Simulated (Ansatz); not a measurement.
# GaAs/GaP superlattices of n and n bilayers along [001]: modes against thickness

Aim: how do the zone-centre modes of GaAs/GaP superlattices of n and n bilayers along [001] change with n?

Main program and level: Ansatz 0.2.0; DFT LDA, scalar-relativistic, plane waves, PAW; PAW set soft_1.

Most raw output is cut from this account.

The structure was built from a prototype and need not be the compound's stable phase.

### 1. Starting point

It takes space group P-4m2 (No. 115, tetragonal). Conventional cell: a = 3.924 Å, b = 3.924 Å, c = 5.550 Å, α = 90.00°, β = 90.00°, γ = 90.00°. Nearest to Ga lie 2 As at 2.40 Å and 2 P at 2.40 Å. Nearest to As lie 4 Ga at 2.40 Å. Nearest to P lie 4 Ga at 2.40 Å. Farther neighbours are not listed.

### 2. First relaxation: n = 1

Lattice and positions are set free, within the symmetry that the program keeps.

The cell for n = 1 and its atoms are relaxed.

File input.yaml:

```yaml
crystal:
  lattice:
    - [3.92444, 0.0, 0.0]
    - [0.0, 3.92444, 0.0]
    - [0.0, 0.0, 5.55]
  atoms:
    - { symbol: Ga, position: [0.0, 0.0, 0.0] }
    - { symbol: As, position: [0.5, 0.0, 0.25] }
    - { symbol: Ga, position: [0.5, 0.5, 0.5] }
    - { symbol: P, position: [0.0, 0.5, 0.75] }
kpoints:
  mp_grid: { grid: [8, 8, 6] }
hamiltonian:
  xc: lda
  pseudopotentials: { kind: paw, azcp: { folder: soft_1 }, xc_functional: pbe }
scf:
  occupations: { method: gaussian, width: 0.02 }
output:
  forces: true
  stress: true
  eigenvalues: true
relax:
  adjacent_minimum: "off"
  f_tol: 0.004
  max_steps: 80
  cell: { stress_tol: 0.04 }
```

The run is started by

```sh
ansatz run input.yaml --threads 8 --pin off --max-ram 20480MiB --backend cpu --events-out ev --progress --plain --runs-dir out
```

Run time: 12 s. Hardware: 8 threads of Arm Neoverse V1, shared host; peak memory 0.52 GiB.

Step by step:

```csv
step,energy less that of the first step (eV),largest force component (eV/Å),pressure (GPa),volume (Å³)
1,0.0000,0.6844,-2.12,85.48
2,-0.0496,0.0082,-0.64,83.66
3,-0.0510,0.0204,-0.10,83.08
4,-0.0511,0.0002,0.00,82.98
5*,-0.0507,0.0002,0.00,82.98
```

Relaxation steps marked * repeat the geometry before them on a plane-wave basis chosen anew for their cell, so energy and pressure can jump there.

Forces are held to the 8 operations that the run works with; a distortion that breaks them can't arise in this run.

```csv
"conventional cell, symmetrised",before,after,change
a (Å),3.924,3.886,-1.0 %
b (Å),3.924,3.886,-1.0 %
c (Å),5.550,5.496,-1.0 %
volume (Å³/atom),21.37,20.75,-2.9 %
```

The atoms that moved most (Å, as changes of fractional coordinates times the final cell):

```csv
atom,dx,dy,dz,length
Ga1,0.000,0.000,-0.048,0.048
Ga3,0.000,0.000,0.048,0.048
```

Final coordinates:

```xyz
4
Lattice="3.8856 0.0000 0.0000 0.0000 3.8856 0.0000 0.0000 0.0000 5.4963" Properties=species:S:1:pos:R:3 pbc="T T T"
Ga    0.0000    0.0000   -0.0480
As    1.9428    0.0000    1.3741
Ga    1.9428    1.9428    2.7961
P     0.0000    1.9428    4.1222
```

Numbers from this step:

```yaml
pressure: 0.001379 GPa
gap_on_the_k_mesh: 1.073 eV
volume_per_atom: 20.75 Å³
```

The relaxation ends at 20.75 Å³/atom.

### 3. Relaxation of a member: n = 1

The relaxation for n = 1 is finished with tight tolerances.

input.yaml, the sections that differ from step 2:

```yaml
crystal:
  lattice:
    - [3.885648514, 0.0, 0.0]
    - [0.0, 3.885648514, 0.0]
    - [0.0, 0.0, 5.4962863146]
  atoms:
    - { symbol: Ga, position: [0.0, 0.0, -0.008729852] }
    - { symbol: As, position: [0.5, 0.0, 0.25] }
    - { symbol: Ga, position: [0.5, 0.5, 0.508729852] }
    - { symbol: P, position: [0.0, 0.5, 0.75] }
scf:
  occupations: { method: fixed }
relax:
  adjacent_minimum: "off"
  f_tol: 0.001
  max_steps: 60
  cell: { stress_tol: 0.01 }
# kpoints, hamiltonian, output: as in step 2
```

It took 5 s on 8 threads; peak memory 0.49 GiB.

Little changed from the start: no atom moved by 0.005 Å and no cell edge by 0.1 %.

Numbers from this step:

| Item | Value |
| --- | --- |
| pressure | 0.001377 GPa |

The largest force component left is 0.22 meV/Å.

### 4. Modes of this member: n = 1

The zone-centre modes follow for n = 1, with the response to a field.

input.yaml: that of step 3 with these lines changed.

```diff
@@ -18,9 +18,6 @@
 output:
-  forces: true
-  stress: true
   eigenvalues: true
-relax:
-  adjacent_minimum: "off"
-  f_tol: 0.001
-  max_steps: 60
-  cell: { stress_tol: 0.01 }
+phonons:
+  method: dfpt
+  dielectric: true
+  rigid_motions: translations
```

Wall time 95 s (8 threads); peak memory 2.2 GiB; 12 min of CPU time.

Numbers from this step:

* sum-rule residual before enforcement: 2.08e-4 eV/Å²
* miss of the charge sum rule: 9.62e-4 e
* estimated error of the dielectric tensor: 0.03762
* estimated error of the Born charges: 0.01645 e
* point group: -42m
* mean high-frequency dielectric constant: 11.94
* largest Born charge (third of the trace): -2.199 e
* mean static dielectric constant: 13.80
* top of the zone-centre spectrum with the field: 370.6 cm⁻¹
* highest mode at the zone centre of this cell (no LO-TO term): 352.6 cm⁻¹
* lowest mode at the zone centre of this cell, translations apart: 87.63 cm⁻¹

Without the LO-TO term. Patterns of degenerate modes are one choice out of their space. Modes at Γ, with each element's share of the kinetic energy:

```csv
mode,frequency (cm⁻¹),symmetry,Ga %,As %,P %
1,0.0,acoustic,57,31,13
2,0.0,acoustic,57,31,13
3,0.0,acoustic,57,31,13
4,87.6,E,69,18,13
5,87.6,E,69,18,13
6,243.3,A1,100,0,0
7,255.7,B2,24,69,6
8,269.2,E,48,52,1
9,269.2,E,48,52,1
10,352.0,B2,19,0,81
11,352.6,E,26,0,74
12,352.6,E,26,0,74
```

Displacements in mode 5 (87.6 cm⁻¹), the largest set to 1:
```
Ga1  0.19  1.00  0.00
As2  0.16 -0.60  0.00
Ga3 -0.27 -0.71  0.00
P4  -0.22  0.79  0.00
```

Displacements in mode 11 (352.6 cm⁻¹), the largest set to 1:
```
Ga1  0.00 -0.39  0.00
As2  0.00  0.01  0.00
Ga3  0.00 -0.07  0.00
P4   0.00  1.00  0.00
```

Levels of the cell without the LO-TO term. Lines of the infrared spectrum (strongest = 100):

```csv
position (cm⁻¹),relative intensity
88,0.0
243,0.0
256,15
269,34
352,49
353,100
```

Without the field, and with the three translations set apart, the lowest mode of the cell is real, 87.6 cm⁻¹, and the highest lies at 352.6 cm⁻¹.

The log warns of the k mesh: “the force constants stand on the 8×8×6 k-mesh, whose period is 8.46 times the interband length at k = (0.0000, 0.0000, 0.0000), direct gap 1.110 eV, under 14: take them and everything formed from them as unconverged”. So the frequencies of this run count as unconverged too.

### 5. First relaxation: n = 3

The cell for n = 3 and its atoms are relaxed.

System of this step: Ga2AsP. It takes space group P-4m2 (No. 115, tetragonal). Conventional cell: a = 3.924 Å, b = 3.924 Å, c = 16.650 Å, α = 90.00°, β = 90.00°, γ = 90.00°. Nearest to Ga lie 2 P at 2.40 Å and 2 As at 2.40 Å. Nearest to As lie 4 Ga at 2.40 Å. Ga has 4 As at 2.40 Å nearest. As has 4 Ga at 2.40 Å nearest. Nearest to P lie 4 Ga at 2.40 Å. Ga has 4 P at 2.40 Å nearest. Farther neighbours are not listed.

File input.yaml:

```yaml
crystal:
  lattice:
    - [3.92444, 0.0, 0.0]
    - [0.0, 3.92444, 0.0]
    - [0.0, 0.0, 16.65]
  atoms:
    - { symbol: Ga, position: [0.0, 0.0, 0.0] }
    - { symbol: As, position: [0.5, 0.0, 0.083333] }
    - { symbol: Ga, position: [0.5, 0.5, 0.166667] }
    - { symbol: As, position: [0.0, 0.5, 0.25] }
    - { symbol: Ga, position: [0.0, 0.0, 0.333333] }
    - { symbol: As, position: [0.5, 0.0, 0.416667] }
    - { symbol: Ga, position: [0.5, 0.5, 0.5] }
    - { symbol: P, position: [0.0, 0.5, 0.583333] }
    - { symbol: Ga, position: [0.0, 0.0, 0.666667] }
    - { symbol: P, position: [0.5, 0.0, 0.75] }
    - { symbol: Ga, position: [0.5, 0.5, 0.833333] }
    - { symbol: P, position: [0.0, 0.5, 0.916667] }
kpoints:
  mp_grid: { grid: [8, 8, 2] }
hamiltonian:
  xc: lda
  pseudopotentials: { kind: paw, azcp: { folder: soft_1 }, xc_functional: pbe }
scf:
  occupations: { method: gaussian, width: 0.02 }
output:
  forces: true
  stress: true
  eigenvalues: true
relax:
  adjacent_minimum: "off"
  f_tol: 0.004
  max_steps: 80
  cell: { stress_tol: 0.04 }
```

Run time: 53 s. Hardware: 8 threads; peak memory 1.4 GiB; 7 min of CPU time.

The steps of the relaxation:

```csv
step,energy less that of the first step (eV),largest force component (eV/Å),pressure (GPa),volume (Å³)
1,0.0000,0.7081,-2.10,256.43
2,-0.1665,0.0551,-0.57,250.80
3,-0.1704,0.0152,-0.13,249.43
4,-0.1707,0.0027,0.00,249.03
5*,-0.1697,0.0028,0.00,249.03
```

Relaxation steps marked * repeat the geometry before them on a plane-wave basis chosen anew for their cell, so energy and pressure can jump there.

The run keeps the 8 symmetry operations that it works with, so distortions that break them were not tested.

```csv
"conventional cell, symmetrised",before,after,change
a (Å),3.924,3.887,-1.0 %
b (Å),3.924,3.887,-1.0 %
c (Å),16.650,16.483,-1.0 %
volume (Å³/atom),21.37,20.75,-2.9 %
```

The atoms that moved most (Å, as changes of fractional coordinates times the final cell):

```csv
atom,dx,dy,dz,length
Ga7,0.000,0.000,0.148,0.148
Ga1,0.000,0.000,-0.148,0.148
As2,0.000,0.000,-0.098,0.098
As6,0.000,0.000,0.098,0.098
P8,0.000,0.000,0.098,0.098
P12,0.000,0.000,-0.098,0.098
Ga5,0.000,0.000,0.050,0.050
Ga3,0.000,0.000,-0.050,0.050
```

This step gave:

| Item | Value |
| --- | --- |
| pressure | -2.98e-4 GPa |
| gap on the k-mesh | 1.103 eV |

The relaxation ends at 20.75 Å³/atom.

The cell shrank by 2.9 % in volume. First to last step the energy falls by 0.170 eV, across changes of basis; the largest move, 0.15 Å, is that of Ga7 and 1 other atom alike.

### 6. A member of the series: n = 3

The relaxation for n = 3 is finished with tight tolerances.

File input.yaml:

```yaml
crystal:
  lattice:
    - [3.8869296687, 0.0, 0.0]
    - [0.0, 3.8869296687, 0.0]
    - [0.0, 0.0, 16.4829292805]
  atoms:
    - { symbol: Ga, position: [0.0, 0.0, -0.0089623016] }
    - { symbol: As, position: [0.5, 0.0, 0.077411708] }
    - { symbol: Ga, position: [0.5, 0.5, 0.16362583] }
    - { symbol: As, position: [0.0, 0.5, 0.25] }
    - { symbol: Ga, position: [0.0, 0.0, 0.33637417] }
    - { symbol: As, position: [0.5, 0.0, 0.422588292] }
    - { symbol: Ga, position: [0.5, 0.5, 0.5089623016] }
    - { symbol: P, position: [0.0, 0.5, 0.5892538181] }
    - { symbol: Ga, position: [0.0, 0.0, 0.6696972713] }
    - { symbol: P, position: [0.5, 0.0, 0.75] }
    - { symbol: Ga, position: [0.5, 0.5, 0.8303027287] }
    - { symbol: P, position: [0.0, 0.5, 0.9107461819] }
kpoints:
  mp_grid: { grid: [8, 8, 2] }
hamiltonian:
  xc: lda
  pseudopotentials: { kind: paw, azcp: { folder: soft_1 }, xc_functional: pbe }
scf:
  occupations: { method: fixed }
output:
  forces: true
  stress: true
  eigenvalues: true
relax:
  adjacent_minimum: "off"
  f_tol: 0.001
  max_steps: 60
  cell: { stress_tol: 0.01 }
```

Elapsed: 34 s, on 8 threads; peak memory 1.3 GiB; 4.5 min of CPU time.

Little changed from the start: no atom moved by 0.005 Å and no cell edge by 0.1 %.

This step gave:

* pressure: -0.001115 GPa
* gap on the k-mesh: 1.101 eV

The largest force component left is 0.19 meV/Å.

### 7. Zone-centre modes of the member: n = 3

The zone-centre modes follow for n = 3, with the response to a field.

File input.yaml:

```yaml
crystal:
  lattice:
    - [3.8863902837, 0.0, 0.0]
    - [0.0, 3.8863902837, 0.0]
    - [0.0, 0.0, 16.487659788]
  atoms:
    - { symbol: Ga, position: [0.0, 0.0, -0.0089995609] }
    - { symbol: As, position: [0.5, 0.0, 0.0773908175] }
    - { symbol: Ga, position: [0.5, 0.5, 0.1636240206] }
    - { symbol: As, position: [0.0, 0.5, 0.25] }
    - { symbol: Ga, position: [0.0, 0.0, 0.3363759794] }
    - { symbol: As, position: [0.5, 0.0, 0.4226091825] }
    - { symbol: Ga, position: [0.5, 0.5, 0.5089995609] }
    - { symbol: P, position: [0.0, 0.5, 0.5892869699] }
    - { symbol: Ga, position: [0.0, 0.0, 0.6697131703] }
    - { symbol: P, position: [0.5, 0.0, 0.75] }
    - { symbol: Ga, position: [0.5, 0.5, 0.8302868297] }
    - { symbol: P, position: [0.0, 0.5, 0.9107130301] }
kpoints:
  mp_grid: { grid: [8, 8, 2] }
hamiltonian:
  xc: lda
  pseudopotentials: { kind: paw, azcp: { folder: soft_1 }, xc_functional: pbe }
scf:
  occupations: { method: fixed }
output:
  eigenvalues: true
phonons:
  method: dfpt
  dielectric: true
  rigid_motions: translations
```

The job ended after 14 min (8 threads; peak memory 6.4 GiB).

This step gave:

```yaml
sum_rule_residual_before_enforcement: 1.23e-4 eV/Å²
miss_of_the_charge_sum_rule: 0.1296 e
estimated_error_of_the_dielectric_tensor: 0.2374
estimated_error_of_the_born_charges: 0.1031 e
mean_high_frequency_dielectric_constant: 11.99
largest_born_charge_third_of_the_trace: -2.187 e
mean_static_dielectric_constant: 13.84
top_of_the_zone_centre_spectrum_with_the_field: 379.7 cm⁻¹
highest_mode_at_the_zone_centre_of_this_cell_no_lo_to_term: 372.8 cm⁻¹
lowest_mode_at_the_zone_centre_of_this_cell_translations_apart: 59.14 cm⁻¹
```

Without the LO-TO term. Patterns of degenerate modes are one choice out of their space. The modes at Γ (shares of kinetic energy by element, %); the lowest 24 and highest 6 of 36:

```csv
mode,frequency (cm⁻¹),symmetry,Ga %,As %,P %
1,0.0,acoustic,57,31,13
2,0.0,acoustic,57,31,13
3,0.0,acoustic,57,31,13
4,59.1,E,56,39,6
5,59.1,E,56,39,6
6,61.2,E,62,26,12
7,61.2,E,62,26,12
8,74.8,E,58,38,4
9,74.8,E,58,38,4
10,88.4,E,73,9,18
11,88.4,E,73,9,18
12,99.5,E,79,1,20
13,99.5,E,79,1,20
14,100.5,A1,56,34,10
15,102.5,B2,61,23,16
16,185.2,B2,53,42,5
17,191.2,A1,69,19,12
18,243.4,A1,100,0,0
19,255.2,B2,38,57,6
20,260.5,E,45,55,0
21,260.5,E,45,55,0
22,264.4,E,47,53,0
23,264.4,E,47,53,0
24,271.3,E,50,50,0
31,353.1,E,21,0,79
32,353.5,E,28,0,72
33,353.5,E,28,0,72
34,358.9,B2,14,0,86
35,368.3,B2,25,1,74
36,372.8,A1,23,0,77
```

Levels of the cell without the LO-TO term. Lines of the infrared spectrum (strongest = 100):

```csv
position (cm⁻¹),lines merged,relative intensity
59,1,0.0
61,1,0.0
75,1,0.0
88,1,0.0
100,2,0.0
102,1,0.0
185,1,0.0
191,1,0.0
243,1,0.0
255,1,1.9
260,1,0.1
264,1,0.3
271,1,51
282,1,0.0
284,1,36
351,1,20
353,1,13
354,1,100
359,1,22
368,1,31
373,1,0.0
```

Without the field, and with the three translations set apart, the lowest mode of the cell is real, 59.1 cm⁻¹, and the highest lies at 372.8 cm⁻¹.

The log warns of the k mesh: “the force constants stand on the 8×8×2 k-mesh, whose period is 8.41 times the interband length at k = (0.0000, 0.0000, 0.0000), direct gap 1.101 eV, under 14: take them and everything formed from them as unconverged”. So the frequencies of this run count as unconverged too.

### 8. All members side by side

The members are set side by side, also those not shown above.

Levels are modes at the zone centre of the cell, translations apart, without the LO-TO term; they are counted by rank, so a column need not follow one mode. The axis is the Cartesian z axis of the cell. Cells along the series:

```csv
n,atoms in the cell,space group,volume (Å³/atom),first cell vector (Å),period along the axis (Å),lowest level (cm⁻¹),second level from below (cm⁻¹),third level from below (cm⁻¹),highest level (cm⁻¹),IR-weighted mean mode (cm⁻¹),gap on mesh (eV),ε∞ along the axis,"ε∞ across the axis, mean",ε0 along the axis,"ε0 across the axis, mean","largest Born charge in size, a third of the trace (e)","top mode with the field, highest of q along x, y and z (cm⁻¹)"
1,4,P-4m2,20.75,3.886,5.496,87.63,243.3,255.7,352.6,330.7,1.073,11.94,11.95,13.77,13.81,2.199,370.6
2,8,P-4m2,20.75,3.886,10.99,70.57,78.18,95.34,365.1,330.5,1.125,11.93,12,13.76,13.87,2.199,377.1
3,12,P-4m2,20.75,3.886,16.49,59.14,61.17,74.8,372.8,330.3,1.101,11.93,12.03,13.76,13.89,2.187,379.7
```

### 9. Outcome

```
members                              : 3
highest level (no LO-TO term), n = 1 : 352.6 cm⁻¹
highest level (no LO-TO term), n = 3 : 372.8 cm⁻¹
```

**Reading.** From n = 1 to 3 the lowest level goes from 87.6 to 59.1 cm⁻¹ and the highest from 352.6 to 372.8 cm⁻¹. These are levels by rank and need not be the same mode. The cells are relaxed freely, with no substrate to hold their plane. With the field response the log warns that the k mesh is coarse for the force constants too, so the frequencies are to be taken as unconverged. These are harmonic frequencies at zero temperature: anharmonic shifts, linewidths and thermal expansion are left out. In at least one run the field response is not settled by the k meshes in reach, so its dielectric tensor, Born charges and longitudinal modes are rough. The PAW files were made for PBE; the program adapts parts of them to the functional of the run, but their partial waves stay those of PBE, an approximation that was not tested in this session.

[Logs are printed without paths, hosts, clocks, repeated set-up lines and the standing remarks that a program may print on its own settings, such as how far it seeks lower states.]

[Hosts, paths, dates, database ids (printed as entryN), source tags and the programs' standing remarks are cut or masked in the printed files.]
